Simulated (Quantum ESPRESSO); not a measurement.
## Optical response of CdS (Hawleyite)

Aim: the dielectric function of CdS (Hawleyite), and the optical constants that follow from it.

Main program and level: Quantum ESPRESSO 7.5; DFT, PBE, plane waves with norm-conserving potentials (PseudoDojo), scalar-relativistic, independent-particle optical response without local fields and without the non-local commutator.

### Step 1. Set-up

Symmetry: F-43m, No. 216, cubic system. The conventional cell has a = 5.833 Å, b = 5.833 Å, c = 5.833 Å, α = 90.00°, β = 90.00°, γ = 90.00°. Nearest to Cd lie 4 S at 2.53 Å. Nearest to S lie 4 Cd at 2.53 Å. Farther neighbours and most contacts between anions are not listed.

### Step 2. Ground state

First the ground state: is it a metal or has it a gap?

This step: DFT, PBE, plane waves with norm-conserving potentials (PseudoDojo), scalar-relativistic, ground state (Quantum ESPRESSO 7.5).

Input file scf.in:

```
&control
  calculation = 'scf'
  prefix = 'x'
  outdir = './tmp'
  pseudo_dir = './'
  verbosity = 'high'
/
&system
  ibrav = 0
  nat = 2
  ntyp = 2
  ecutwfc = 90
  occupations = 'smearing'
  smearing = 'fd'
  degauss = 0.003675
  nbnd = 17
/
&electrons
  conv_thr = 1e-09
  electron_maxstep = 100
/
ATOMIC_SPECIES
  Cd 1.0 Cd.upf
  S 1.0 S.upf
CELL_PARAMETERS angstrom
  0.000000000000 2.916500000000 2.916500000000
  2.916500000000 0.000000000000 2.916500000000
  2.916500000000 2.916500000000 0.000000000000
ATOMIC_POSITIONS crystal
  Cd 0.000000000000 0.000000000000 0.000000000000
  S 0.750000000000 0.750000000000 0.750000000000
K_POINTS automatic
  7 7 7 0 0 0
```

Run with:

```console
$ mpirun -n 4 pw.x -nk 4 -in scf.in
```

The log of the run:

```text
for quantum simulation of materials; please cite

     using ibrav=0 with symmetry is DISCOURAGED, use correct ibrav instead

     G-vector sticks info
     --------------------
     sticks:   dense  smooth     PW     G-vecs:    dense   smooth      PW
     Sum        1507    1507    433                38709    38709    5961

     Using Slab Decomposition

     bravais-lattice index     =            0
     lattice parameter (alat)  =       7.7943  a.u.
     unit-cell volume          =     334.8209 (a.u.)^3
     number of atoms/cell      =            2
     number of atomic types    =            2
     number of electrons       =        26.00
     number of Kohn-Sham states=           17
     kinetic-energy cutoff     =      90.0000  Ry
     charge density cutoff     =     360.0000  Ry
     scf convergence threshold =      1.0E-09
     mixing beta               =       0.7000
     number of iterations used =            8  plain     mixing
     Exchange-correlation= PBE
                           (   1   4   3   4   0   0   0)

     celldm(1)=   7.794277  celldm(2)=   0.000000  celldm(3)=   0.000000
     celldm(4)=   0.000000  celldm(5)=   0.000000  celldm(6)=   0.000000

     crystal axes: (cart. coord. in units of alat)
               a(1) = (   0.000000   0.707107   0.707107 )
               a(2) = (   0.707107   0.000000   0.707107 )
               a(3) = (   0.707107   0.707107   0.000000 )

     reciprocal axes: (cart. coord. in units 2 pi/alat)
               b(1) = ( -0.707107  0.707107  0.707107 )
               b(2) = (  0.707107 -0.707107  0.707107 )
               b(3) = (  0.707107  0.707107 -0.707107 )

     ./Cd.upf
     Pseudo is Norm-conserving + core correction, Zval = 20.0
     Generated using ONCVPSP code by D. R. Hamann
     Using radial grid of 1368 points,  6 beta functions with:
                l(1) =   0
                l(2) =   0
                l(3) =   1
                l(4) =   1
                l(5) =   2
                l(6) =   2

     ./S.upf
     Pseudo is Norm-conserving + core correction, Zval =  6.0
     Generated using ONCVPSP code by D. R. Hamann
     Using radial grid of 1146 points,  6 beta functions with:
                l(1) =   0
                l(2) =   0
                l(3) =   1
                l(4) =   1
                l(5) =   2
                l(6) =   2

     atomic species   valence    mass     pseudopotential
     Cd               20.00     1.00000     Cd( 1.00)
     S                 6.00     1.00000     S ( 1.00)

     24 Sym. Ops. (no inversion) found

                                    s                        frac. trans.

     [... symmetry matrices left out ...]
   Cartesian axes

     site n.     atom                  positions (alat units)
         1        Cd     tau(   1) = (   0.0000000   0.0000000   0.0000000  )
         2        S      tau(   2) = (   1.0606602   1.0606602   1.0606602  )

   Crystallographic axes

     site n.     atom                  positions (cryst. coord.)
         1        Cd     tau(   1) = (  0.0000000  0.0000000  0.0000000  )
         2        S      tau(   2) = (  0.7500000  0.7500000  0.7500000  )

     number of k points=    20  Fermi-Dirac smearing, width (Ry)=  0.0037
                       cart. coord. in units 2pi/alat
        k(    1) = (   0.0000000   0.0000000   0.0000000), wk =   0.0058309
        k(    2) = (   0.1010153   0.1010153  -0.1010153), wk =   0.0466472
        k(    3) = (   0.2020305   0.2020305  -0.2020305), wk =   0.0466472
        k(    4) = (   0.3030458   0.3030458  -0.3030458), wk =   0.0466472
        k(    5) = (   0.2020305  -0.0000000   0.0000000), wk =   0.0349854
        k(    6) = (   0.3030458   0.1010153  -0.1010153), wk =   0.1399417
        k(    7) = (   0.4040610   0.2020305  -0.2020305), wk =   0.1399417
        k(    8) = (  -0.2020305  -0.4040610   0.4040610), wk =   0.1399417
        k(    9) = (  -0.1010153  -0.3030458   0.3030458), wk =   0.1399417
        k(   10) = (  -0.0000000  -0.2020305   0.2020305), wk =   0.0699708
        k(   11) = (   0.4040610  -0.0000000   0.0000000), wk =   0.0349854
        k(   12) = (   0.5050763   0.1010153  -0.1010153), wk =   0.1399417
        k(   13) = (  -0.1010153  -0.5050763   0.5050763), wk =   0.1399417
        k(   14) = (   0.0000000  -0.4040610   0.4040610), wk =   0.0699708
        k(   15) = (   0.6060915  -0.0000000   0.0000000), wk =   0.0349854
        k(   16) = (  -0.0000000  -0.6060915   0.6060915), wk =   0.0699708
[...]
cryst. coord.
[...]
k(   13) = (  -0.0000000   0.2857143  -0.4285714), wk =   0.1399417
        k(   14) = (  -0.0000000   0.2857143  -0.2857143), wk =   0.0699708
        k(   15) = (   0.0000000   0.4285714   0.4285714), wk =   0.0349854
        k(   16) = (   0.0000000   0.4285714  -0.4285714), wk =   0.0699708
        k(   17) = (   0.1428571   0.2857143   0.4285714), wk =   0.1399417
        k(   18) = (   0.1428571   0.2857143  -0.4285714), wk =   0.2798834
        k(   19) = (   0.1428571   0.4285714  -0.4285714), wk =   0.1399417
        k(   20) = (   0.1428571   0.4285714  -0.2857143), wk =   0.1399417

     Dense  grid:    38709 G-vectors     FFT dimensions: (  48,  48,  48)

     Initial potential from superposition of free atoms

     starting charge      25.9997, renormalised to      26.0000
     Starting wfcs are   14 randomized atomic wfcs +    3 random wfcs

     Self-consistent Calculation

     iteration #  1     ecut=    90.00 Ry     beta= 0.70
     Davidson diagonalization with overlap

            61 MiB given to the printing process from OS
            33 MiB allocation reported by mallinfo(arena+hblkhd)
------------------
     ethr =  1.00E-02,  avg # of iterations =  5.3

     Threshold (ethr) on eigenvalues was too large:
     Diagonalizing with lowered threshold

     Davidson diagonalization with overlap

            67 MiB given to the printing process from OS
            37 MiB allocation reported by mallinfo(arena+hblkhd)
------------------
     ethr =  4.87E-04,  avg # of iterations =  1.7

     total energy              =    -372.78378212 Ry
     estimated scf accuracy    <       0.12452748 Ry

     iteration #  2     ecut=    90.00 Ry     beta= 0.70
     Davidson diagonalization with overlap

            78 MiB given to the printing process from OS
            44 MiB allocation reported by mallinfo(arena+hblkhd)
------------------
     ethr =  4.79E-04,  avg # of iterations =  2.2

     total energy              =    -372.81899189 Ry
     estimated scf accuracy    <       0.06648923 Ry

     iteration #  3     ecut=    90.00 Ry     beta= 0.70
     Davidson diagonalization with overlap

            79 MiB given to the printing process from OS
            45 MiB allocation reported by mallinfo(arena+hblkhd)
------------------
     ethr =  2.56E-04,  avg # of iterations =  2.0

     total energy              =    -372.83306030 Ry
     estimated scf accuracy    <       0.00063098 Ry

     iteration #  4     ecut=    90.00 Ry     beta= 0.70
     Davidson diagonalization with overlap

            80 MiB given to the printing process from OS
            46 MiB allocation reported by mallinfo(arena+hblkhd)
------------------
     ethr =  2.43E-06,  avg # of iterations =  4.5

     total energy              =    -372.83324640 Ry
     estimated scf accuracy    <       0.00008327 Ry

     iteration #  5     ecut=    90.00 Ry     beta= 0.70
     Davidson diagonalization with overlap

            82 MiB given to the printing process from OS
            47 MiB allocation reported by mallinfo(arena+hblkhd)
------------------
     ethr =  3.20E-07,  avg # of iterations =  2.0

     total energy              =    -372.83325974 Ry
     estimated scf accuracy    <       0.00000225 Ry

     iteration #  6     ecut=    90.00 Ry     beta= 0.70
     Davidson diagonalization with overlap

            82 MiB given to the printing process from OS
            49 MiB allocation reported by mallinfo(arena+hblkhd)
------------------
     ethr =  8.64E-09,  avg # of iterations =  2.9

     total energy              =    -372.83326068 Ry
     estimated scf accuracy    <       0.00000014 Ry

     iteration #  7     ecut=    90.00 Ry     beta= 0.70
     Davidson diagonalization with overlap

            84 MiB given to the printing process from OS
            50 MiB allocation reported by mallinfo(arena+hblkhd)
------------------
     ethr =  5.29E-10,  avg # of iterations =  3.1

     total energy              =    -372.83326073 Ry
     estimated scf accuracy    <          3.3E-09 Ry

     iteration #  8     ecut=    90.00 Ry     beta= 0.70
     Davidson diagonalization with overlap

            85 MiB given to the printing process from OS
            51 MiB allocation reported by mallinfo(arena+hblkhd)
------------------
     ethr =  1.25E-11,  avg # of iterations =  3.0

     End of self-consistent calculation

          k = 0.0000 0.0000 0.0000 (  4909 PWs)   bands (ev):

   -94.3773 -55.4409 -55.4409 -55.4409  -5.3841  -0.7410  -0.7410  -0.7410
    -0.2621  -0.2621   6.9804   6.9804   6.9804   8.1259  13.5127  13.5127
    13.5127

     occupation numbers
     1.0000   1.0000   1.0000   1.0000   1.0000   1.0000   1.0000   1.0000
     1.0000   1.0000   1.0000   1.0000   1.0000   0.0000   0.0000   0.0000
     0.0000

          k = 0.1010 0.1010-0.1010 (  4828 PWs)   bands (ev):

   -94.3770 -55.4408 -55.4407 -55.4407  -5.3040  -0.7122  -0.7122  -0.6695
    -0.2628  -0.2628   5.7535   6.8251   6.8251   9.1072  13.2123  13.7604
    13.7604

     occupation numbers
     1.0000   1.0000   1.0000   1.0000   1.0000   1.0000   1.0000   1.0000
     1.0000   1.0000   1.0000   1.0000   1.0000   0.0000   0.0000   0.0000
     0.0000

          k = 0.2020 0.2020-0.2020 (  4828 PWs)   bands (ev):

   -94.3770 -55.4410 -55.4408 -55.4408  -5.1228  -0.6565  -0.6565  -0.4071
    -0.2529  -0.2529   4.0868   6.5031   6.5031   9.8757  13.4139  14.0501
    14.0501

     occupation numbers
     1.0000   1.0000   1.0000   1.0000   1.0000   1.0000   1.0000   1.0000
     1.0000   1.0000   1.0000   1.0000   1.0000   0.0000   0.0000   0.0000
     0.0000

     [... further k points left out ...]

     the Fermi energy is     7.5867 ev

!    total energy              =    -372.83326073 Ry
     estimated scf accuracy    <          7.7E-10 Ry
     smearing contrib. (-TS)   =      -0.00000001 Ry
     internal energy E=F+TS    =    -372.83326072 Ry

     The total energy is F=E-TS. E is the sum of the following terms:
     one-electron contribution =    -249.52100766 Ry
     hartree contribution      =     130.34783563 Ry
     xc contribution           =     -54.84763019 Ry
     ewald contribution        =    -198.81245849 Ry

     convergence has been achieved in   8 iterations

     XML data file, charge density, pseudopotentials, collected wavefunctions

                                        0.00s GPU  (     181 calls)

=------------------------------------------------------------------------------=
   JOB DONE.
=------------------------------------------------------------------------------=
```

Run time: 6 s. Hardware: 4 MPI ranks of Arm Neoverse V2, shared host; peak memory 0.08 GiB; 24 s of CPU time.

Numbers from this step:

```
total energy           : -372.8 Ry
gap on the k-mesh      : 1.145 eV
direct gap on the mesh : 1.145 eV
```

There is a gap, 1.15 eV on this mesh (points off the mesh can give less), so no carriers' term is needed.

(Continued in part 2 of 3.)

[Machine, clock, banner and «Message from routine» lines are left out of the logs.]

[Logs are printed without paths, hosts, clocks, repeated set-up lines and the standing remarks that a program may print on its own settings, such as how far it seeks lower states.]

[Hosts, paths, dates, database ids (printed as entryN), source tags and the programs' standing remarks are cut or masked in the printed files.]
